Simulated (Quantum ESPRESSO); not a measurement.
# Ca(111), 5 layers: solver and mixing choices, part 3 of 4

Wanted: time, iterations and memory of Ca(111), 5 layers by eigensolver and mixing.

Quantum ESPRESSO 7.5; plane-wave DFT, PBE, GBRV ultrasoft pseudopotentials.

So far. Step 5 (SCF with pw.x: david, TF mixing, beta 0.4, history 8): Counted from each run's own zero (the Fermi level), the vacuum level differs from the first run's by +4 meV. Step 6 (Self-consistent run: david, local-TF mixing, beta 0.7 …): Counted from each run's own zero (the Fermi level), the vacuum level differs from the first run's by +2 meV.

## 7. Self-consistent run: david, local-TF mixing, beta 0.2, history 8

c5.in reads:

```
&control
  prefix = 'c5'
  outdir = './out'
  pseudo_dir = './pseudo'
  calculation = 'scf'
  tprnfor = .true.
/
&system
  ibrav = 0
  nat = 5
  ntyp = 1
  ecutwfc = 40
  ecutrho = 200
  occupations = 'smearing'
  smearing = 'mv'
  degauss = 0.02
  assume_isolated = 'esm'
  esm_bc = 'bc1'
/
&electrons
  conv_thr = 1e-07
  mixing_beta = 0.2
  electron_maxstep = 80
  mixing_mode = 'local-TF'
  diagonalization = 'david'
  mixing_ndim = 8
/
ATOMIC_SPECIES
  Ca  40.0780  ca_pbe_v1.uspp.F.UPF
CELL_PARAMETERS angstrom
  3.94565583902094 0.00000000000000 0.00000000000000
  1.97282791951047 3.41703819118253 0.00000000000000
  0.00000000000000 0.00000000000000 28.88645800831245
ATOMIC_POSITIONS crystal
  Ca  0.666666666700 0.666666666700 -0.223053619184
  Ca  0.000000000000 0.000000000000 -0.111526809592
  Ca  0.333333333300 0.333333333300 0.000000000000
  Ca  0.666666666700 0.666666666700 0.111526809592
  Ca  0.000000000000 0.000000000000 0.223053619184
K_POINTS automatic
  6 6 1 0 0 0
```

Started as:

```sh
$ OMP_NUM_THREADS=1 mpirun -n 4 pw.x -nk 2 -in c5.in > c5.out
```

Log:

```text
[banner, memory and clock lines left out]
Program PWSCF v.7.5 starts
[...]
Message from routine setup:
[...]
number of electrons       =        50.00
     number of Kohn-Sham states=           30
     kinetic-energy cutoff     =      40.0000  Ry
     charge density cutoff     =     200.0000  Ry
[...]
number of k points=     7  Marzari-Vanderbilt smearing, width (Ry)=  0.0200
[...]
Dense  grid:   125393 G-vectors     FFT dimensions: (  36,  36, 250)
[...]
negative rho (up, down):  1.960E-05 0.000E+00
     Starting wfcs are   50 randomized atomic wfcs
[...]
negative rho (up, down):  5.078E-08 0.000E+00
[...]
estimated scf accuracy    <       0.56612240 Ry
[...]
negative rho (up, down):  6.799E-08 0.000E+00
[...]
estimated scf accuracy    <       0.47662272 Ry
[...]
estimated scf accuracy    <       0.04973750 Ry
[...]
estimated scf accuracy    <       0.14186872 Ry
[...]
estimated scf accuracy    <       0.07342639 Ry
[...]
estimated scf accuracy    <       0.11204621 Ry
[...]
estimated scf accuracy    <       0.05517104 Ry
[...]
estimated scf accuracy    <       0.02168365 Ry
[...]
estimated scf accuracy    <       0.02763032 Ry
[...]
negative rho (up, down):  2.105E-03 0.000E+00
[...]
estimated scf accuracy    <       0.02491371 Ry
[...]
negative rho (up, down):  9.941E-04 0.000E+00
[...]
estimated scf accuracy    <       0.00163321 Ry
[...]
negative rho (up, down):  2.244E-04 0.000E+00
[...]
estimated scf accuracy    <       0.00178969 Ry
[...]
negative rho (up, down):  2.052E-07 0.000E+00
[...]
estimated scf accuracy    <       0.00000747 Ry
[...]
negative rho (up, down):  4.738E-08 0.000E+00
[...]
estimated scf accuracy    <       0.00000518 Ry
[...]
negative rho (up, down):  2.438E-08 0.000E+00
[...]
estimated scf accuracy    <       0.00000508 Ry
[...]
negative rho (up, down):  1.878E-05 0.000E+00
[...]
estimated scf accuracy    <       0.00000403 Ry
[...]
negative rho (up, down):  3.047E-06 0.000E+00
[...]
estimated scf accuracy    <       0.00000339 Ry
[...]
negative rho (up, down):  7.290E-07 0.000E+00
[...]
estimated scf accuracy    <       0.00000193 Ry
[...]
negative rho (up, down):  6.524E-06 0.000E+00
[...]
estimated scf accuracy    <       0.00000046 Ry
[...]
negative rho (up, down):  2.587E-05 0.000E+00
[...]
estimated scf accuracy    <       0.00000023 Ry
[...]
negative rho (up, down):  1.808E-05 0.000E+00
[...]
estimated scf accuracy    <       0.00000014 Ry
[...]
negative rho (up, down):  1.368E-05 0.000E+00
[...]
the Fermi energy is    -2.9905 ev
!    total energy              =    -374.56627187 Ry
     estimated scf accuracy    <       0.00000004 Ry
     smearing contrib. (-TS)   =      -0.00540538 Ry
     internal energy E=F+TS    =    -374.56086649 Ry
[...]
one-electron contribution =    6317.94327185 Ry
     hartree contribution      =   -3172.39041490 Ry
     xc contribution           =     -58.77945488 Ry
     ewald contribution        =   -3461.33426856 Ry
     convergence has been achieved in  46 iterations
     negative rho (up, down):  1.368E-05 0.000E+00
[...]
Total force =     0.004365     Total SCF correction =     0.000583
[...]
```

Elapsed: 57 s, on 4 MPI ranks of Intel Xeon 6975P-C (Granite Rapids), shared host; peak memory 0.76 GiB.

Read from the output:

| Property | Result |
| --- | --- |
| Fermi energy | -2.990 eV |
| vacuum line at the lower end of the cell, over the Fermi level | 2.991 eV |
| vacuum line at the upper end of the cell, over the Fermi level | 2.990 eV |

The program's own clock; routines nest. Time by routine:

| routine | wall time (s) | calls |
| --- | --- | --- |
| PWSCF | 56.53 | 1 |
| electrons | 55.19 | 1 |
| c_bands | 30.85 | 47 |
| cegterg | 25.38 | 189 |
| h_psi | 18.37 | 1261 |
| fftw | 14.91 | 34768 |
| vloc_psi | 14.6 | 1261 |
| sum_band | 9.35 | 47 |
| mix_rho | 8.3 | 47 |
| newd | 4.52 | 47 |
| ffts | 3.62 | 4941 |
| calbec | 2.6 | 1465 |
| v_of_rho | 2.09 | 47 |
| h_psi:calbec | 1.98 | 1261 |

Counted from each run's own zero (the Fermi level), the vacuum level differs from the first run's by +3 meV.

## 8. SCF with pw.x: david, local-TF mixing, beta 0.4, history 4

c6.in is the input of step 7 with these lines changed:

```diff
@@ -1,3 +1,3 @@
 &control
-  prefix = 'c5'
+  prefix = 'c6'
   outdir = './out'
@@ -21,3 +21,3 @@
   conv_thr = 1e-07
-  mixing_beta = 0.2
+  mixing_beta = 0.4
   electron_maxstep = 80
@@ -25,3 +25,3 @@
   diagonalization = 'david'
-  mixing_ndim = 8
+  mixing_ndim = 4
 /
```

Started as:

```sh
$ OMP_NUM_THREADS=1 mpirun -n 4 pw.x -nk 2 -in c6.in > c6.out
```

Log:

```text
[banner, memory and clock lines left out]
Program PWSCF v.7.5 starts
[...]
Message from routine setup:
[...]
number of electrons       =        50.00
     number of Kohn-Sham states=           30
     kinetic-energy cutoff     =      40.0000  Ry
     charge density cutoff     =     200.0000  Ry
[...]
number of k points=     7  Marzari-Vanderbilt smearing, width (Ry)=  0.0200
[...]
Dense  grid:   125393 G-vectors     FFT dimensions: (  36,  36, 250)
[...]
negative rho (up, down):  1.960E-05 0.000E+00
     Starting wfcs are   50 randomized atomic wfcs
[...]
negative rho (up, down):  7.222E-08 0.000E+00
[...]
estimated scf accuracy    <       0.56612240 Ry
[...]
estimated scf accuracy    <       0.38968610 Ry
[...]
estimated scf accuracy    <       0.04552544 Ry
[...]
estimated scf accuracy    <       0.30179966 Ry
[...]
estimated scf accuracy    <       0.02308329 Ry
[...]
estimated scf accuracy    <       0.02251488 Ry
[...]
estimated scf accuracy    <       0.03963754 Ry
[...]
estimated scf accuracy    <       0.03930057 Ry
[...]
estimated scf accuracy    <       0.01152624 Ry
[...]
estimated scf accuracy    <       0.00160385 Ry
[...]
estimated scf accuracy    <       0.00104725 Ry
[...]
estimated scf accuracy    <       0.00126620 Ry
[...]
estimated scf accuracy    <       0.00050122 Ry
[...]
estimated scf accuracy    <       0.00007479 Ry
[...]
estimated scf accuracy    <       0.00006649 Ry
[...]
estimated scf accuracy    <       0.00002672 Ry
[...]
estimated scf accuracy    <       0.00000975 Ry
[...]
estimated scf accuracy    <       0.00000555 Ry
[...]
negative rho (up, down):  9.650E-08 0.000E+00
[...]
estimated scf accuracy    <       0.00000302 Ry
[...]
negative rho (up, down):  2.574E-05 0.000E+00
[...]
estimated scf accuracy    <       0.00000194 Ry
[...]
negative rho (up, down):  1.583E-05 0.000E+00
[...]
estimated scf accuracy    <       0.00000033 Ry
[...]
negative rho (up, down):  6.536E-06 0.000E+00
[...]
estimated scf accuracy    <       0.00000012 Ry
[...]
negative rho (up, down):  1.371E-05 0.000E+00
[...]
the Fermi energy is    -2.9900 ev
!    total energy              =    -374.56627173 Ry
     estimated scf accuracy    <       0.00000006 Ry
     smearing contrib. (-TS)   =      -0.00540464 Ry
     internal energy E=F+TS    =    -374.56086708 Ry
[...]
one-electron contribution =    6317.95735436 Ry
     hartree contribution      =   -3172.40443903 Ry
     xc contribution           =     -58.77951385 Ry
     ewald contribution        =   -3461.33426856 Ry
     convergence has been achieved in  23 iterations
     negative rho (up, down):  1.371E-05 0.000E+00
[...]
Total force =     0.004532     Total SCF correction =     0.000480
[...]
```

Wall time 35 s (4 MPI ranks); peak memory 0.72 GiB.

This step gave:

* Fermi energy: -2.99 eV
* vacuum line at the lower end of the cell, over the Fermi level: 2.990 eV

The program's own clock; routines nest. Time by routine:

| routine | wall time (s) | calls |
| --- | --- | --- |
| PWSCF | 34 | 1 |
| electrons | 32.58 | 1 |
| c_bands | 21.67 | 24 |
| cegterg | 16.94 | 97 |
| h_psi | 11.8 | 1013 |
| vloc_psi | 9.22 | 1013 |
| fftw | 9.13 | 21072 |
| sum_band | 4.79 | 24 |
| mix_rho | 2.72 | 24 |
| newd | 2.25 | 24 |
| calbec | 1.69 | 1125 |
| h_psi:calbec | 1.35 | 1013 |
| ffts | 1.3 | 1610 |
| v_of_rho | 1.18 | 24 |

Counted from each run's own zero (the Fermi level), the vacuum level differs from the first run's by +2 meV.

## 9. SCF with pw.x: cg, local-TF mixing, beta 0.4, history 8

c7.in is the input of step 8 with these lines changed:

```diff
@@ -1,3 +1,3 @@
 &control
-  prefix = 'c6'
+  prefix = 'c7'
   outdir = './out'
@@ -24,4 +24,4 @@
   mixing_mode = 'local-TF'
-  diagonalization = 'david'
-  mixing_ndim = 4
+  diagonalization = 'cg'
+  mixing_ndim = 8
 /
```

Started as:

```sh
$ OMP_NUM_THREADS=1 mpirun -n 4 pw.x -nk 2 -in c7.in > c7.out
```

Log:

```text
[banner, memory and clock lines left out]
Program PWSCF v.7.5 starts
[...]
Message from routine setup:
[...]
number of electrons       =        50.00
     number of Kohn-Sham states=           30
     kinetic-energy cutoff     =      40.0000  Ry
     charge density cutoff     =     200.0000  Ry
[...]
number of k points=     7  Marzari-Vanderbilt smearing, width (Ry)=  0.0200
[...]
Dense  grid:   125393 G-vectors     FFT dimensions: (  36,  36, 250)
[...]
negative rho (up, down):  1.960E-05 0.000E+00
     Starting wfcs are   50 randomized atomic wfcs
[...]
negative rho (up, down):  1.059E-07 0.000E+00
[...]
estimated scf accuracy    <       0.62275155 Ry
[...]
estimated scf accuracy    <       0.52129556 Ry
[...]
estimated scf accuracy    <       1.07505719 Ry
[...]
estimated scf accuracy    <       0.07632883 Ry
[...]
estimated scf accuracy    <       0.12844349 Ry
[...]
estimated scf accuracy    <       0.01062066 Ry
[...]
estimated scf accuracy    <       0.12562973 Ry
[...]
estimated scf accuracy    <       0.08733347 Ry
[...]
estimated scf accuracy    <       0.00309182 Ry
[...]
negative rho (up, down):  5.296E-04 0.000E+00
[...]
estimated scf accuracy    <       0.01019555 Ry
[...]
negative rho (up, down):  3.920E-04 0.000E+00
[...]
estimated scf accuracy    <       0.00019707 Ry
[...]
negative rho (up, down):  2.360E-05 0.000E+00
[...]
estimated scf accuracy    <       0.00010451 Ry
[...]
negative rho (up, down):  8.409E-08 0.000E+00
[...]
estimated scf accuracy    <       0.00001540 Ry
[...]
negative rho (up, down):  2.633E-06 0.000E+00
[...]
estimated scf accuracy    <       0.00001281 Ry
[...]
negative rho (up, down):  1.030E-05 0.000E+00
[...]
estimated scf accuracy    <       0.00000024 Ry
[...]
negative rho (up, down):  8.491E-06 0.000E+00
[...]
estimated scf accuracy    <       0.00000069 Ry
[...]
negative rho (up, down):  1.374E-05 0.000E+00
[...]
the Fermi energy is    -2.9918 ev
!    total energy              =    -374.56627187 Ry
     estimated scf accuracy    <       0.00000004 Ry
     smearing contrib. (-TS)   =      -0.00540540 Ry
     internal energy E=F+TS    =    -374.56086647 Ry
[...]
one-electron contribution =    6317.93323855 Ry
     hartree contribution      =   -3172.38016375 Ry
     xc contribution           =     -58.77967270 Ry
     ewald contribution        =   -3461.33426856 Ry
     convergence has been achieved in  17 iterations
     negative rho (up, down):  1.374E-05 0.000E+00
[...]
Total force =     0.004493     Total SCF correction =     0.000687
[...]
```

Wall time 29 s (4 MPI ranks); peak memory 0.76 GiB; 1.9 min of CPU time.

Read from the output:

| Quantity | Value |
| --- | --- |
| Fermi energy | -2.992 eV |
| vacuum line at the lower end of the cell, over the Fermi level | 2.992 eV |
| vacuum line at the upper end of the cell, over the Fermi level | 2.992 eV |

The program's own clock; routines nest. Time by routine:

| routine | wall time (s) | calls |
| --- | --- | --- |
| PWSCF | 28.74 | 1 |
| electrons | 27.37 | 1 |
| c_bands | 18.91 | 17 |
| ccgdiagg | 14.76 | 68 |
| h_psi | 11.72 | 5015 |
| hs_1psi | 10.57 | 4947 |
| vloc_psi | 7.43 | 5015 |
| fftw | 7.21 | 16174 |
| calbec | 3.48 | 10046 |
| sum_band | 3.39 | 17 |
| wfcrot | 3.1 | 68 |
| s_psi | 3.02 | 9962 |
| s_1psi | 2.96 | 4947 |
| mix_rho | 2.51 | 17 |

Counted from each run's own zero (the Fermi level), the vacuum level differs from the first run's by +4 meV.

## 10. Self-consistent run: ppcg, local-TF mixing, beta 0.4, history 8

c8.in is the input of step 9 with these lines changed:

```diff
@@ -1,3 +1,3 @@
 &control
-  prefix = 'c7'
+  prefix = 'c8'
   outdir = './out'
@@ -24,3 +24,3 @@
   mixing_mode = 'local-TF'
-  diagonalization = 'cg'
+  diagonalization = 'ppcg'
   mixing_ndim = 8
```

Started as:

```sh
$ OMP_NUM_THREADS=1 mpirun -n 4 pw.x -nk 2 -in c8.in > c8.out
```

Log:

```text
[banner, memory and clock lines left out]
Program PWSCF v.7.5 starts

          URL

 %%%%%%%%%%%%%%%%%%%%%%%%%%%%%%%%%%%%%%%%%%%%%%%%%%%%%%%%%%%%%%%%%%%%%%%%%%%%%%
     Error in routine iosys (1):
     PPCG diagonalization not supported anymore (Dec. 2024)
 %%%%%%%%%%%%%%%%%%%%%%%%%%%%%%%%%%%%%%%%%%%%%%%%%%%%%%%%%%%%%%%%%%%%%%%%%%%%%%

     stopping ...
[the rest left out]
```

It took 0.65 s on 4 MPI ranks; peak memory 0.09 GiB.

The input was rejected at the start.

The fault put into the input: an eigensolver that this release has dropped (electrons.diagonalization = "ppcg").

The message: “iosys (1): PPCG diagonalization not supported anymore (Dec. 2024)”. This release no longer has that solver; david, paro or rmm-davidson serve.

## 11. Ground state: paro, local-TF mixing, beta 0.4, history 8

c9.in is the input of step 10 with these lines changed:

```diff
@@ -1,3 +1,3 @@
 &control
-  prefix = 'c8'
+  prefix = 'c9'
   outdir = './out'
@@ -24,3 +24,3 @@
   mixing_mode = 'local-TF'
-  diagonalization = 'ppcg'
+  diagonalization = 'paro'
   mixing_ndim = 8
```

Started as:

```sh
$ OMP_NUM_THREADS=1 mpirun -n 4 pw.x -nk 2 -in c9.in > c9.out
```

Log:

```text
[banner, memory and clock lines left out]
Program PWSCF v.7.5 starts
[...]
Message from routine setup:
[...]
number of electrons       =        50.00
     number of Kohn-Sham states=           30
     kinetic-energy cutoff     =      40.0000  Ry
     charge density cutoff     =     200.0000  Ry
[...]
number of k points=     7  Marzari-Vanderbilt smearing, width (Ry)=  0.0200
[...]
Dense  grid:   125393 G-vectors     FFT dimensions: (  36,  36, 250)
[...]
negative rho (up, down):  1.960E-05 0.000E+00
     Starting wfcs are   50 randomized atomic wfcs
[...]
negative rho (up, down):  4.206E-08 0.000E+00
[...]
estimated scf accuracy    <       0.76649022 Ry
[...]
estimated scf accuracy    <       0.40032772 Ry
[...]
estimated scf accuracy    <       0.03065191 Ry
[...]
estimated scf accuracy    <       0.01857031 Ry
[...]
estimated scf accuracy    <       0.02762521 Ry
[...]
estimated scf accuracy    <       0.00429941 Ry
[...]
estimated scf accuracy    <       0.01587322 Ry
[...]
estimated scf accuracy    <       0.01918082 Ry
[...]
negative rho (up, down):  1.267E-05 0.000E+00
[...]
estimated scf accuracy    <       0.00307670 Ry
[...]
negative rho (up, down):  1.898E-04 0.000E+00
[...]
estimated scf accuracy    <       0.00039426 Ry
[...]
negative rho (up, down):  1.553E-04 0.000E+00
[...]
estimated scf accuracy    <       0.00033029 Ry
[...]
estimated scf accuracy    <       0.00009530 Ry
[...]
negative rho (up, down):  2.750E-07 0.000E+00
[...]
estimated scf accuracy    <       0.00006578 Ry
[...]
negative rho (up, down):  4.369E-05 0.000E+00
[...]
estimated scf accuracy    <       0.00000315 Ry
[...]
negative rho (up, down):  1.497E-05 0.000E+00
[...]
estimated scf accuracy    <       0.00000023 Ry
[...]
negative rho (up, down):  1.884E-05 0.000E+00
[...]
estimated scf accuracy    <       0.00000010 Ry
[...]
negative rho (up, down):  1.376E-05 0.000E+00
[...]
the Fermi energy is    -2.9909 ev
!    total energy              =    -374.56627191 Ry
     estimated scf accuracy    <       0.00000005 Ry
     smearing contrib. (-TS)   =      -0.00540663 Ry
     internal energy E=F+TS    =    -374.56086528 Ry
[...]
one-electron contribution =    6317.94440881 Ry
     hartree contribution      =   -3172.39128151 Ry
     xc contribution           =     -58.77972402 Ry
     ewald contribution        =   -3461.33426856 Ry
     convergence has been achieved in  17 iterations
     negative rho (up, down):  1.376E-05 0.000E+00
[...]
Total force =     0.004601     Total SCF correction =     0.000628
[...]
```

Wall time 59 s (4 MPI ranks); peak memory 0.76 GiB.

Read from the output:

- Fermi energy: -2.991 eV
- vacuum line at the lower end of the cell, over the Fermi level: 2.991 eV
- vacuum line at the upper end of the cell, over the Fermi level: 2.991 eV

The program's own clock; routines nest. Time by routine:

| routine | wall time (s) | calls |
| --- | --- | --- |
| PWSCF | 57.87 | 1 |
| electrons | 56.55 | 1 |
| c_bands | 48.13 | 17 |
| paro_k | 38.4 | 68 |
| h_psi | 24.62 | 2239 |
| vloc_psi | 18.94 | 2239 |
| fftw | 17.19 | 39334 |
| sum_band | 3.46 | 17 |
| calbec | 3.37 | 2323 |
| h_psi:calbec | 3.11 | 2239 |
| mix_rho | 2.5 | 17 |
| add_vuspsi | 2.41 | 2239 |
| s_psi | 2.17 | 2239 |
| newd | 1.73 | 18 |

Counted from each run's own zero (the Fermi level), the vacuum level differs from the first run's by +3 meV.

(Continued in part 4 of 4.)

[Logs are printed without paths, hosts, clocks, repeated set-up lines and the standing remarks that a program may print on its own settings, such as how far it seeks lower states.]

[Hosts, paths, dates, database ids (printed as entryN), source tags and the programs' standing remarks are cut or masked in the printed files.]

[Maps of the electrostatic potential energy from Ansatz leave out the sawtooth potential of an applied field or a dipole correction, so their vacuum need not be flat; planar profiles and work functions include it.]
